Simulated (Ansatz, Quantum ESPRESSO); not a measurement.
# Thickness dependence of 1T-MgI2, part 2 of 7

Wanted: polarisability and band edges of 1T-MgI2, layer by layer.

Quantum ESPRESSO 7.5; plane-wave DFT, PBEsol, GBRV ultrasoft pseudopotentials; geometry by Ansatz 0.2.0 with PAW datasets.

So far: Starting point; Geometry from Ansatz, 1 layer.

### 3. Self-consistent run, 1 layer: no field

The zero-field run is the reference. tefield and dipfield are on already, so that all runs share k-points and boundary.

Level of this step: plane-wave DFT, PBEsol, GBRV ultrasoft pseudopotentials (Quantum ESPRESSO 7.5).

The input, n1.f0.in:

```
&control
  prefix = 'n1.f0'
  outdir = './out'
  pseudo_dir = './pseudo'
  calculation = 'scf'
  tprnfor = .true.
  tefield = .true.
  dipfield = .true.
/
&system
  ibrav = 0
  nat = 3
  ntyp = 2
  ecutwfc = 40
  ecutrho = 200
  occupations = 'smearing'
  smearing = 'fd'
  degauss = 0.004
  edir = 3
  emaxpos = 0.97
  eopreg = 0.04
  eamp = 0.0
  nbnd = 16
/
&electrons
  conv_thr = 1e-09
  mixing_beta = 0.4
  electron_maxstep = 120
  mixing_mode = 'plain'
/
ATOMIC_SPECIES
  I   126.9045  i_pbesol_v1.uspp.F.UPF
  Mg  24.3050  mg_pbesol_v1.4.uspp.F.UPF
CELL_PARAMETERS angstrom
  4.20328043370624 0.00000000000000 0.00000000000000
  -2.10164021685312 3.64014763481968 -0.00000000000000
  0.00000000000000 -0.00000000000000 19.59210358590000
ATOMIC_POSITIONS crystal
  I   0.666666666667 0.333333333333 0.414564749467
  Mg  0.000000000000 -0.000000000000 0.500000246850
  I   0.333333333333 0.666666666667 0.585435003683
K_POINTS automatic
  6 6 1 0 0 0
```

The run is started by

```
$ OMP_NUM_THREADS=1 mpirun -n 4 pw.x -nk 2 -in n1.f0.in > n1.f0.out
```

What it wrote:

```text
Program PWSCF v.7.5 starts
[citation notice left out]

     Parallel version (MPI & OpenMP), running on       4 processor cores
     Number of MPI processes:                 4
     Threads/MPI process:                     1

     MPI processes distributed on     1 nodes
[...]
Current dimensions of program PWSCF are:
     Max number of different atomic species (ntypx) = 10
     Max number of k-points (npk) =  40000
     Max angular momentum in pseudopotentials (lmaxx) =  4
     Presently no symmetry can be used with electric field

     K-points division:     npool     =       2
     R & G space division:  proc/nbgrp/npool/nimage =       2
     Subspace diagonalization in iterative solution of the eigenvalue problem:
     a serial algorithm will be used

     Parallelization info
     --------------------
     sticks:   dense  smooth     PW     G-vecs:    dense   smooth      PW
     Min         429     342    105                48236    34498    6097
     Max         430     343    106                48237    34507    6112
     Sum         859     685    211                96473    69005   12209

     Using Slab Decomposition

     bravais-lattice index     =            0
     lattice parameter (alat)  =       7.9430  a.u.
     unit-cell volume          =    2022.9495 (a.u.)^3
     number of atoms/cell      =            3
     number of atomic types    =            2
     number of electrons       =        24.00
     number of Kohn-Sham states=           16
     kinetic-energy cutoff     =      40.0000  Ry
     charge density cutoff     =     200.0000  Ry
     scf convergence threshold =      1.0E-09
     mixing beta               =       0.4000
     number of iterations used =            8  plain     mixing
     Exchange-correlation= SLA  PW   PSX  PSC
                           (   1   4  10   8   0   0   0)

     celldm(1)=   7.943049  celldm(2)=   0.000000  celldm(3)=   0.000000
     celldm(4)=   0.000000  celldm(5)=   0.000000  celldm(6)=   0.000000

     crystal axes: (cart. coord. in units of alat)
               a(1) = (   1.000000   0.000000   0.000000 )
               a(2) = (  -0.500000   0.866025  -0.000000 )
               a(3) = (   0.000000  -0.000000   4.661146 )

     reciprocal axes: (cart. coord. in units 2 pi/alat)
               b(1) = (  1.000000  0.577350  0.000000 )
               b(2) = ( -0.000000  1.154701  0.000000 )
               b(3) = ( -0.000000  0.000000  0.214540 )

     PseudoPot. # 1 for I  read from file:
     ./pseudo/i_pbesol_v1.uspp.F.UPF
     Pseudo is Ultrasoft + core correction, Zval =  7.0
     Generated by new atomic code, or converted to UPF format
     Using radial grid of  893 points,  6 beta functions with:
                l(1) =   0
                l(2) =   0
                l(3) =   1
                l(4) =   1
                l(5) =   2
                l(6) =   2
     Q(r) pseudized with  8 coefficients,  rinner =    1.500   1.500   1.500
                                                       1.500   1.500

     PseudoPot. # 2 for Mg read from file:
     ./pseudo/mg_pbesol_v1.4.uspp.F.UPF
     Pseudo is Ultrasoft, Zval = 10.0
     Generated by new atomic code, or converted to UPF format
     Using radial grid of  821 points,  7 beta functions with:
                l(1) =   0
                l(2) =   0
                l(3) =   0
                l(4) =   1
                l(5) =   1
                l(6) =   2
                l(7) =   2
     Q(r) pseudized with  8 coefficients,  rinner =    1.200   1.200   1.200
                                                       1.200   1.200

     atomic species   valence    mass     pseudopotential
     I                 7.00   126.90450     I ( 1.00)
     Mg               10.00    24.30500     Mg( 1.00)

     No symmetry found

   Cartesian axes

     site n.     atom                  positions (alat units)
         1        I      tau(   1) = (   0.5000000   0.2886751   1.9323468  )
         2        Mg     tau(   2) = (   0.0000000   0.0000000   2.3305741  )
         3        I      tau(   3) = (  -0.0000000   0.5773503   2.7287980  )

     number of k points=    20  Fermi-Dirac smearing, width (Ry)=  0.0040
                       cart. coord. in units 2pi/alat
        k(    1) = (   0.0000000   0.0000000   0.0000000), wk =   0.0555556
        k(    2) = (   0.0000000   0.1924501   0.0000000), wk =   0.1111111
        k(    3) = (   0.0000000   0.3849002   0.0000000), wk =   0.1111111
        k(    4) = (   0.0000000  -0.5773503   0.0000000), wk =   0.0555556
        k(    5) = (   0.1666667   0.0962250   0.0000000), wk =   0.1111111
        k(    6) = (   0.1666667   0.2886751   0.0000000), wk =   0.1111111
        k(    7) = (   0.1666667   0.4811252   0.0000000), wk =   0.1111111
        k(    8) = (   0.1666667  -0.4811252   0.0000000), wk =   0.1111111
        k(    9) = (   0.1666667  -0.2886751   0.0000000), wk =   0.1111111
        k(   10) = (   0.1666667  -0.0962250   0.0000000), wk =   0.1111111
[...]
k(   20) = (  -0.5000000  -0.8660254   0.0000000), wk =   0.0555556

     Dense  grid:    96473 G-vectors     FFT dimensions: (  36,  36, 180)

     Smooth grid:    69005 G-vectors     FFT dimensions: (  32,  32, 150)

     Estimated max dynamical RAM per process >     124.98 MB

     Estimated total dynamical RAM >     476.38 MB

     Check: negative core charge=   -0.000002

     Initial potential from superposition of free atoms

     starting charge      23.6996, renormalised to      24.0000

     negative rho (up, down):  4.941E-04 0.000E+00

     Adding external electric field

     Computed dipole along edir(3) :
        Dipole                0.0000 Ry au,          0.0000 Debye
        Dipole field          0.0000 Ry au,

        Potential amp.       -0.0000 Ry
        Total length         35.5428 bohr

     Starting wfcs are   13 randomized atomic wfcs +    3 random wfcs

     total cpu time spent up to now is        0.8 secs

     per-process dynamical memory:    44.4 Mb

     Self-consistent Calculation

     iteration #  1     ecut=    40.00 Ry     beta= 0.40
     Davidson diagonalization with overlap
     ethr =  1.00E-02,  avg # of iterations =  6.0

     Threshold (ethr) on eigenvalues was too large:
     Diagonalizing with lowered threshold

     Davidson diagonalization with overlap
     ethr =  2.86E-04,  avg # of iterations =  3.4

     negative rho (up, down):  3.157E-04 0.000E+00

     Adding external electric field

     Computed dipole along edir(3) :
        Dipole                0.0001 Ry au,          0.0002 Debye
        Dipole field          0.0000 Ry au,

        Potential amp.       -0.0000 Ry
        Total length         35.5428 bohr

     total cpu time spent up to now is        3.1 secs

     total energy              =    -255.60451001 Ry
     estimated scf accuracy    <       0.06878613 Ry

     iteration #  2     ecut=    40.00 Ry     beta= 0.40
[...]
negative rho (up, down):  2.137E-04 0.000E+00

[...]
Dipole               -0.0000 Ry au,         -0.0001 Debye
[...]
total energy              =    -255.60429364 Ry
     estimated scf accuracy    <       0.01148502 Ry

     iteration #  3     ecut=    40.00 Ry     beta= 0.40
[...]
negative rho (up, down):  1.559E-04 0.000E+00

[...]
Dipole                0.0001 Ry au,          0.0002 Debye
[...]
total energy              =    -255.60554578 Ry
     estimated scf accuracy    <       0.00103618 Ry

     iteration #  4     ecut=    40.00 Ry     beta= 0.40
[...]
negative rho (up, down):  1.251E-04 0.000E+00

[...]
Dipole               -0.0001 Ry au,         -0.0002 Debye
[...]
total energy              =    -255.60557173 Ry
     estimated scf accuracy    <       0.00019198 Ry

     iteration #  5     ecut=    40.00 Ry     beta= 0.40
[...]
negative rho (up, down):  1.088E-04 0.000E+00

[...]
Dipole                0.0001 Ry au,          0.0004 Debye
[...]
total energy              =    -255.60558934 Ry
     estimated scf accuracy    <       0.00000541 Ry

     iteration #  6     ecut=    40.00 Ry     beta= 0.40
[...]
negative rho (up, down):  1.001E-04 0.000E+00

[...]
Dipole               -0.0002 Ry au,         -0.0006 Debye
[...]
total energy              =    -255.60559197 Ry
     estimated scf accuracy    <       0.00000071 Ry

     iteration #  7     ecut=    40.00 Ry     beta= 0.40
[...]
negative rho (up, down):  9.525E-05 0.000E+00

[...]
Dipole                0.0001 Ry au,          0.0001 Debye
[...]
total energy              =    -255.60559220 Ry
     estimated scf accuracy    <       0.00000012 Ry

     iteration #  8     ecut=    40.00 Ry     beta= 0.40
[...]
negative rho (up, down):  9.250E-05 0.000E+00

[...]
Dipole                0.0000 Ry au,          0.0000 Debye
[...]
total energy              =    -255.60559219 Ry
     estimated scf accuracy    <       0.00000005 Ry

     iteration #  9     ecut=    40.00 Ry     beta= 0.40
[...]
negative rho (up, down):  9.093E-05 0.000E+00

[...]
Dipole                0.0000 Ry au,          0.0000 Debye
[...]
total energy              =    -255.60559221 Ry
     estimated scf accuracy    <          4.9E-09 Ry

     iteration # 10     ecut=    40.00 Ry     beta= 0.40
[...]
negative rho (up, down):  8.869E-05 0.000E+00

[...]
Dipole                0.0000 Ry au,          0.0000 Debye
[...]
End of self-consistent calculation

          k = 0.0000 0.0000 0.0000 (  8505 PWs)   bands (ev):

   -78.0517 -45.0036 -45.0030 -45.0030 -15.0266 -14.5203  -6.1331  -3.8219
    -3.5198  -3.5198  -3.2477  -3.2477   0.6801   1.5378   2.6238   2.8202

          k = 0.0000 0.1925 0.0000 (  8600 PWs)   bands (ev):

   -78.0517 -45.0035 -45.0032 -45.0030 -14.9010 -14.4473  -6.0373  -4.5181
    -3.9857  -3.8018  -3.6958  -3.3222   1.3336   2.1687   2.8051   2.9235

          k = 0.0000 0.3849 0.0000 (  8628 PWs)   bands (ev):

   -78.0517 -45.0036 -45.0035 -45.0031 -14.6082 -14.3098  -6.2227  -5.6357
    -4.6513  -4.2091  -3.7455  -3.5471   0.7839   2.2072   2.7771   3.7022

          k = 0.0000-0.5774 0.0000 (  8678 PWs)   bands (ev):

   -78.0517 -45.0038 -45.0034 -45.0032 -14.4126 -14.2706  -6.6286  -6.0025
    -4.5269  -4.3775  -3.8814  -3.6629   0.3652   2.1639   2.4575   3.4150

          k = 0.1667 0.0962 0.0000 (  8600 PWs)   bands (ev):

   -78.0517 -45.0035 -45.0032 -45.0030 -14.9010 -14.4473  -6.0373  -4.5181
    -3.9857  -3.8018  -3.6958  -3.3222   1.3336   2.1687   2.8052   2.9236

          k = 0.1667 0.2887 0.0000 (  8658 PWs)   bands (ev):

   -78.0517 -45.0035 -45.0035 -45.0032 -14.6901 -14.3407  -6.0413  -5.2281
    -4.8268  -3.9941  -3.9138  -3.6024   1.4666   2.7909   2.8763   3.3688

[...]
the Fermi energy is    -1.3475 ev

!    total energy              =    -255.60559221 Ry
     estimated scf accuracy    <          2.6E-10 Ry
     smearing contrib. (-TS)   =      -0.00000000 Ry
     internal energy E=F+TS    =    -255.60559221 Ry

     The total energy is F=E-TS. E is the sum of the following terms:
     one-electron contribution =    -574.97580273 Ry
     hartree contribution      =     285.70495582 Ry
     xc contribution           =    -112.40331363 Ry
     ewald contribution        =     146.06856833 Ry
     electric field correction =       0.00000000 Ry

     convergence has been achieved in  10 iterations

     negative rho (up, down):  8.869E-05 0.000E+00

     Forces acting on atoms (cartesian axes, Ry/au):

     atom    1 type  1   force =     0.00000001    0.00000006    0.00586027
     atom    2 type  2   force =     0.00000002   -0.00000004   -0.00000060
     atom    3 type  1   force =    -0.00000003   -0.00000002   -0.00585966

     Total force =     0.008287     Total SCF correction =     0.000035

[...]
=------------------------------------------------------------------------------=
   JOB DONE.
=------------------------------------------------------------------------------=
```

Run time: 15 s. Hardware: 4 MPI ranks of Arm Neoverse V1, shared host; peak memory 0.63 GiB.

Read from the output:

```
free energy                          : -3477.6912 eV
Fermi energy                         : -1.347 eV
dipole along the normal              : 0 e·Å
valence top, on the run's zero       : -3.248 eV
conduction bottom, on the run's zero : 0.3652 eV
gap by band count                    : 3.613 eV
```

The run needed 10 iterations to bring the estimated error under 1e-09 Ry; the largest force on any atom, held or free, is 0.15 eV/Å.

### 4. Electrostatic potential, 1 layer

The vacuum level is read from the electrostatic potential (plot_num = 11), averaged over planes.

The input, n1.f0.pot.in:

```
&inputpp
  prefix = 'n1.f0'
  outdir = './out'
  filplot = 'n1.f0.pot.dat'
  plot_num = 11
/
```

The run is started by

```
$ OMP_NUM_THREADS=1 mpirun -n 4 pp.x -in n1.f0.pot.in > n1.f0.pot.out
```

What it wrote:

```text
[banner, memory and clock lines left out]
Program POST-PROC v.7.5 starts

          URL

     ./out/n1.f0.save/

     IMPORTANT: XC functional enforced from input :
     Exchange-correlation= PBESOL
                           (   1   4  10   8   0   0   0)
     Any further DFT definition will be discarded
     Please, verify this is what you really want

     Check: negative core charge=   -0.000002

     negative rho (up, down):  8.869E-05 0.000E+00

     Adding external electric field

     Computed dipole along edir(3) :
        Dipole                0.0000 Ry au,          0.0000 Debye
        Dipole field          0.0000 Ry au,

        Potential amp.       -0.0000 Ry
        Total length         35.5428 bohr

     Calling punch_plot, plot_num =  11

     Adding external electric field

     Computed dipole along edir(3) :
        Dipole                0.0000 Ry au,          0.0000 Debye
        Dipole field          0.0000 Ry au,

        Potential amp.       -0.0000 Ry
        Total length         35.5428 bohr

     Writing data to file  n1.f0.pot.dat
     Message from routine chdens:
     namelist plot not found or invalid, exiting
```

Wall time 1.1 s (4 MPI ranks); peak memory 0.12 GiB; 4 s of CPU time.

This step gave:

- slope of the potential above: 4.60e-5 eV/Å
- upper vacuum line continued to the top atoms, over the valence top: 6.503 eV
- slope of the potential below: -3.16e-5 eV/Å
- lower vacuum line continued to the bottom atoms, over the valence top: 6.503 eV
- vacuum level at the upper face over the valence top of the mesh: 6.503 eV
- vacuum level at the lower face over the valence top of the mesh: 6.503 eV

Electrostatic potential energy of an electron, with the sawtooth; zero at the highest filled level of the SCF mesh. Potential energy, planar mean against z:

z (Å), potential energy, planar mean (eV) and a bar from the least value:
```
        0        6.5 ##############################
        1        6.5 ##############################
        2        6.5 ##############################
        3        6.5 ##############################
        4        6.5 ##############################
        5        6.5 ##############################
        6        6.4 ##############################
        7        4.6 ###########################
        8       -9.6 
        9       -0.8 ################
       10       -3.0 ############
       11       -6.1 #######
       12       -3.7 ###########
       13        5.9 #############################
       14        6.5 ##############################
       15        6.5 ##############################
       16        6.5 ##############################
       17        6.5 ##############################
       18        6.5 ##############################
       19        6.5 ##############################
```

### 5. Ground state, 1 layer: field 0.1 V/Å

eamp is the field in Hartree atomic units (1 a.u. = 51.42 V/Å). With dipfield on, it is the field in the vacuum beside an isolated sheet. The run starts from the density of the one before.

n1.f1.in, as its differences from the input of step 3:

```diff
@@ -1,3 +1,3 @@
 &control
-  prefix = 'n1.f0'
+  prefix = 'n1.f1'
   outdir = './out'
@@ -21,3 +21,3 @@
   eopreg = 0.04
-  eamp = 0.0
+  eamp = 0.00194469
   nbnd = 16
@@ -29,2 +29,3 @@
   mixing_mode = 'plain'
+  startingpot = 'file'
 /
```

The run is started by

```
$ cp -r out/n1.f0.save out/n1.f1.save
$ OMP_NUM_THREADS=1 mpirun -n 4 pw.x -nk 2 -in n1.f1.in > n1.f1.out
```

What it wrote:

```text
[banner, memory and clock lines left out]
Program PWSCF v.7.5 starts
[...]
number of electrons       =        24.00
     number of Kohn-Sham states=           16
     kinetic-energy cutoff     =      40.0000  Ry
     charge density cutoff     =     200.0000  Ry
[...]
number of k points=    20  Fermi-Dirac smearing, width (Ry)=  0.0040
[...]
Dense  grid:    96473 G-vectors     FFT dimensions: (  36,  36, 180)
[...]
The initial density is read from file :
[...]
negative rho (up, down):  8.869E-05 0.000E+00
[...]
Starting wfcs are   13 randomized atomic wfcs +    3 random wfcs
[...]
negative rho (up, down):  8.837E-05 0.000E+00
[...]
estimated scf accuracy    <       0.00285695 Ry
[...]
negative rho (up, down):  8.841E-05 0.000E+00
[...]
estimated scf accuracy    <       0.00258812 Ry
[...]
negative rho (up, down):  8.856E-05 0.000E+00
[...]
estimated scf accuracy    <       0.00000246 Ry
[...]
negative rho (up, down):  8.856E-05 0.000E+00
[...]
estimated scf accuracy    <       0.00000136 Ry
[...]
negative rho (up, down):  8.861E-05 0.000E+00
[...]
estimated scf accuracy    <       0.00000003 Ry
[...]
negative rho (up, down):  8.862E-05 0.000E+00
[...]
estimated scf accuracy    <       0.00000002 Ry
[...]
negative rho (up, down):  8.862E-05 0.000E+00
[...]
estimated scf accuracy    <          1.9E-09 Ry
[...]
negative rho (up, down):  8.862E-05 0.000E+00
[...]
Computed dipole along edir(3) :
        Dipole                0.0829 Ry au,          0.2108 Debye
        Dipole field          0.0005 Ry au,
        E field amplitude [Ha a.u.]:  1.9447E-03
        Potential amp.        0.1016 Ry
        Total length         35.5428 bohr
[...]
the Fermi energy is    -1.3425 ev
!    total energy              =    -255.60575326 Ry
     estimated scf accuracy    <          7.4E-10 Ry
     smearing contrib. (-TS)   =      -0.00000000 Ry
     internal energy E=F+TS    =    -255.60575326 Ry
[...]
one-electron contribution =    -574.97516365 Ry
     hartree contribution      =     285.70438089 Ry
     xc contribution           =    -112.40325898 Ry
     ewald contribution        =     146.06856833 Ry
     electric field correction =      -0.00027985 Ry
     convergence has been achieved in   8 iterations
     negative rho (up, down):  8.862E-05 0.000E+00
[...]
Total force =     0.008500     Total SCF correction =     0.000083
[...]
```

Wall time 13 s (4 MPI ranks); peak memory 0.44 GiB.

Read from the output:

```
free energy                          : -3477.6934 eV
Fermi energy                         : -1.343 eV
dipole along the normal              : 0.04389 e·Å
valence top, on the run's zero       : -3.231 eV
conduction bottom, on the run's zero : 0.3788 eV
gap by band count                    : 3.610 eV
```

### 6. Electrostatic potential, 1 layer

The input, n1.f1.pot.in:

```
&inputpp
  prefix = 'n1.f1'
  outdir = './out'
  filplot = 'n1.f1.pot.dat'
  plot_num = 11
/
```

The run is started by

```
$ OMP_NUM_THREADS=1 mpirun -n 4 pp.x -in n1.f1.pot.in > n1.f1.pot.out
```

It took 1.1 s on 4 MPI ranks; peak memory 0.12 GiB; 4.1 s of CPU time.

This step gave:

* slope of the potential above: 0.1000 eV/Å
* upper vacuum line continued to the top atoms, over the valence top: 6.409 eV
* slope of the potential below: 0.09996 eV/Å
* lower vacuum line continued to the bottom atoms, over the valence top: 6.593 eV

The slope in the vacuum is 0.100 eV/Å for an applied 0.10 V/Å, as it should be.

(Part 2 of 7 ends here.)

[Logs are printed without paths, hosts, clocks, repeated set-up lines and the standing remarks that a program may print on its own settings, such as how far it seeks lower states.]

[Hosts, paths, dates, database ids (printed as entryN), source tags and the programs' standing remarks are cut or masked in the printed files.]

[Maps of the electrostatic potential energy from Ansatz leave out the sawtooth potential of an applied field or a dipole correction, so their vacuum need not be flat; planar profiles and work functions include it.]
